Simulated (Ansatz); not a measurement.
# How fast states decay through Na2Li3NCl2, part 2 of 2

Wanted: the relaxed cell of Na2Li3NCl2, its band edges and its decay constants. It is built by putting Na for part of the Li in the Li5NCl2 structure of space group R-3m, with the volume rescaled by atomic radii. The parent structure comes from the Materials Project.

Ansatz 0.2.0; PBE DFT, plane waves, PAW files (the session's first sound run).

So far, gap on path (eV): step 3 (the bulk crystal and its band edges) 0.629.

The structure was built from a prototype and need not be the compound's stable phase.

### Step 7. Band edges at another level

This step: PBEsol DFT, plane waves, PAW files (Ansatz 0.2.0).

The edges again with PBEsol, at the same atoms.

Input file input.yaml:

```yaml
crystal:
  lattice:
    - [1.9832741436, 1.1450438606, 10.1020019998]
    - [-1.9832741436, 1.1450438606, 10.1020019998]
    - [0.0, -2.2900877213, 10.1020019998]
  atoms:
    - { symbol: Li, position: [0.5064444703, 0.5064444703, 0.5064444703] }
    - { symbol: Li, position: [0.9301711866, 0.9301711866, 0.9301711866] }
    - { symbol: Na, position: [0.0714378118, 0.0714378118, 0.0714378118] }
    - { symbol: Na, position: [0.6737013778, 0.6737013778, 0.6737013778] }
    - { symbol: Li, position: [0.3136350353, 0.3136350353, 0.3136350353] }
    - { symbol: "N", position: [-0.0081716059, -0.0081716059, -0.0081716059] }
    - { symbol: Cl, position: [0.2198951863, 0.2198951863, 0.2198951863] }
    - { symbol: Cl, position: [0.7928865378, 0.7928865378, 0.7928865378] }
kpoints:
  mp_grid: { grid: [8, 8, 8] }
  band_path: { path: [VBM, CBM], npoints: 30 }
scf:
  occupations: { method: fixed }
hamiltonian:
  xc: pbesol
output:
  eigenvalues: true
```

Run with:

```bash
ansatz run input.yaml --threads 2 --pin off --max-ram 4096MiB --backend cpu --events-out ev --progress --plain --runs-dir out
```

It took 23 s on 2 threads of Arm Neoverse V2, shared host; peak memory 0.47 GiB; 45 s of CPU time.

This step gave:

- free energy: -6067.9460 eV
- Fermi energy: 4.227 eV
- gap on the k-mesh: 0.5763 eV
- gap on path: 0.5763 eV, by band count; negative where bands overlap
- direct gap on path: 0.5765 eV

Electronic bands along the path, in eV, zero at the Fermi level (highest filled level under fixed occupations); v1 is the highest filled band, c1 the lowest empty one:

| point | v4 | v3 | v2 | v1 | c1 | c2 | c3 | c4 |
| --- | --- | --- | --- | --- | --- | --- | --- | --- |
| VBM | -4.41 | -1.58 | 0.00 | 0.00 | 1.12 | 1.65 | 2.58 | 4.92 |
| halfway | -4.41 | -1.50 | 0.00 | 0.00 | 0.80 | 1.89 | 2.73 | 4.66 |
| CBM | -4.41 | -1.42 | 0.00 | 0.00 | 0.58 | 2.00 | 2.93 | 4.38 |

The searched edges give 0.576 eV, as on the mesh.

Between step 3 and this run (PBEsol) the value for the gap on path moves from 0.629 eV to 0.576 eV.

### Step 8. Complex bands at another level

This step: PBEsol DFT, plane waves, PAW files; complex bands by layer matching along the plane's normal (Ansatz 0.2.0).

The complex bands at that level, over its own gap, at (0, 0) and (0.5, 0).

Input file input.yaml:

```yaml
crystal:
  lattice:
    - [3.966548287, 0.0, 0.0]
    - [1.983274144, 3.435131582, 0.0]
    - [1.983274144, -1.145043861, 10.102002]
  atoms:
    - { symbol: Li, position: [0.0128889406, 0.4935555297, 0.4806665891] }
    - { symbol: Li, position: [0.8603423732, 0.0698288134, 0.2094864402] }
    - { symbol: Na, position: [0.1428756236, 0.9285621882, 0.7856865646] }
    - { symbol: Na, position: [0.3474027556, 0.3262986222, 0.9788958666] }
    - { symbol: Li, position: [0.6272700706, 0.6863649647, 0.0590948941] }
    - { symbol: "N", position: [0.9836567882, 0.0081716059, 0.0245148177] }
    - { symbol: Cl, position: [0.4397903726, 0.7801048137, 0.3403144411] }
    - { symbol: Cl, position: [0.5857730756, 0.2071134622, 0.6213403866] }
kpoints:
  mp_grid: { grid: [8, 8, 8] }
scf:
  occupations: { method: fixed }
hamiltonian:
  xc: pbesol
output:
  eigenvalues: true
  transmission:
    leads: [[0, 0]]
    kpoints: [[0.0, 0.0], [0.5, 0.0]]
    e_range: [-1.0, 1.58]
    de: 0.06
```

It took 20 s on 2 threads; peak memory 0.47 GiB; 33 s of CPU time.

This step gave:

```yaml
level_to_which_the_leads_are_filled: 0.2882 eV from the Fermi level
decay_constant_at_the_filling_level_zone_centre: 0.1613 Å⁻¹
decay_constant_at_the_filling_level_slowest_listed_point: 0.1613 Å⁻¹
```

K parallel (0, 0); values up to 1.5 1/Å, a degenerate pair printed once or twice; energies at which all values exceed this have no row. Table of Im kz of the slowest decaying states by energy, zero at the highest filled level on the SCF mesh:

| energy (eV) | decay 1 (Å⁻¹) | decay 2 (Å⁻¹) | decay 3 (Å⁻¹) | decay 4 (Å⁻¹) |
| --- | --- | --- | --- | --- |
| -1.00 | 0.215 | 0.996 | 1.12 | 1.23 |
| -0.88 | 0.226 | 0.986 | 1.10 | 1.23 |
| -0.76 | 0.233 | 0.976 | 1.08 | 1.22 |
| -0.64 | 0.236 | 0.965 | 1.05 | 1.21 |
| -0.46 | 0.235 | 0.950 | 1.000 | 1.20 |
| -0.34 | 0.231 | 0.939 | 0.959 | 1.19 |
| -0.22 | 0.224 | 0.904 | 0.928 | 1.18 |
| -0.10 | 0.214 | 0.814 | 0.917 | 1.18 |
| 0.02 | 0.201 | 0.648 | 0.905 | 1.17 |
| 0.14 | 0.184 | 0.825 | 0.894 | 1.16 |
| 0.32 | 0.147 | 0.876 | 0.889 | 1.15 |
| 0.44 | 0.111 | 0.863 | 0.908 | 1.14 |
| 0.56 | 0.0393 | 0.851 | 0.920 | 1.13 |
| 0.68 | 0.837 | 0.927 | 1.12 | 1.44 |
| 0.80 | 0.824 | 0.930 | 1.12 | 1.43 |
| 0.92 | 0.809 | 0.931 | 1.11 | 1.42 |
| 1.04 | 0.794 | 0.930 | 1.10 | 1.42 |
| 1.22 | 0.0584 | 0.770 | 0.927 | 1.08 |
| 1.34 | 0.0730 | 0.752 | 0.923 | 1.07 |
| 1.46 | 0.0716 | 0.732 | 0.918 | 1.06 |
| 1.58 | 0.0509 | 0.711 | 0.912 | 1.06 |

K parallel (0.5, 0); values up to 1.5 1/Å, a degenerate pair printed once or twice; energies at which all values exceed this have no row. The Im kz of the slowest decaying states by energy, zero at the highest filled level on the SCF mesh:

| energy (eV) | decay 1 (Å⁻¹) | decay 2 (Å⁻¹) | decay 3 (Å⁻¹) | decay 4 (Å⁻¹) |
| --- | --- | --- | --- | --- |
| -1.00 | 0.370 | 0.414 | 0.724 | 1.22 |
| -0.88 | 0.373 | 0.699 | 1.21 | - |
| -0.76 | 0.303 | 0.369 | 0.666 | 1.20 |
| -0.64 | 0.114 | 0.379 | 0.623 | 1.19 |
| -0.46 | 0.347 | 0.385 | 0.492 | 1.18 |
| -0.34 | 0.386 | 0.387 | 0.444 | 1.17 |
| -0.22 | 0.385 | 0.412 | 0.564 | 1.16 |
| -0.10 | 0.383 | 0.428 | 0.611 | 1.15 |
| 0.02 | 0.379 | 0.440 | 0.640 | 1.14 |
| 0.14 | 0.374 | 0.448 | 0.659 | 1.13 |
| 0.32 | 0.365 | 0.455 | 0.678 | 1.12 |
| 0.44 | 0.357 | 0.457 | 0.687 | 1.11 |
| 0.56 | 0.348 | 0.458 | 0.693 | 1.10 |
| 0.68 | 0.338 | 0.458 | 0.698 | 1.09 |
| 0.80 | 0.326 | 0.456 | 0.701 | 1.09 |
| 0.92 | 0.312 | 0.453 | 0.703 | 1.08 |
| 1.04 | 0.297 | 0.449 | 0.704 | 1.07 |
| 1.22 | 0.270 | 0.440 | 0.703 | 1.06 |
| 1.34 | 0.249 | 0.434 | 0.702 | 1.05 |
| 1.46 | 0.224 | 0.426 | 0.700 | 1.05 |
| 1.58 | 0.194 | 0.418 | 0.697 | 1.04 |

At +0.26 eV, the grid energy nearest the filling level (the middle of the gap on the SCF mesh), the slowest state at the listed wavevectors decays with κ = 0.161 Å⁻¹, its amplitude falling by e over 6.2 Å; the first such run, plane (001), gave 0.161 Å⁻¹.

### Step 9. What came out

```yaml
band_gap: 0.629 eV
least_decay_constant_at_mid_gap_normal_to_001: 0.161 Å⁻¹
least_decay_constant_at_mid_gap_normal_to_101: 0.119 Å⁻¹
least_decay_constant_on_a_mesh_normal_to_001: 0.165 Å⁻¹
least_decay_constant_pbesol: 0.161 Å⁻¹
```

In words: With PBE, the slowest decay at the wavevectors tried is κ = 0.119 Å⁻¹, normal to (101). Through such a film the transmission near mid-gap falls as exp(−2κd), a factor of ten every 9.7 Å. The decay depends on direction: 1.4 times faster normal to (001). A free electron under a barrier of half the gap would need a mass of 0.17 mₑ to decay at this rate. With PBEsol the gap goes from 0.629 to 0.576 eV and the decay constant, over the first 2 listed wavevectors, from 0.161 to 0.161 Å⁻¹. The compound is made up by substitution; its stability against other phases and against distortions of the cell's symmetry was not tested. A semilocal functional narrows gaps, so real decay constants are likely larger.

[Logs are printed without paths, hosts, clocks, repeated set-up lines and the standing remarks that a program may print on its own settings, such as how far it seeks lower states.]

[Hosts, paths, dates, database ids (printed as entryN), source tags and the programs' standing remarks are cut or masked in the printed files.]
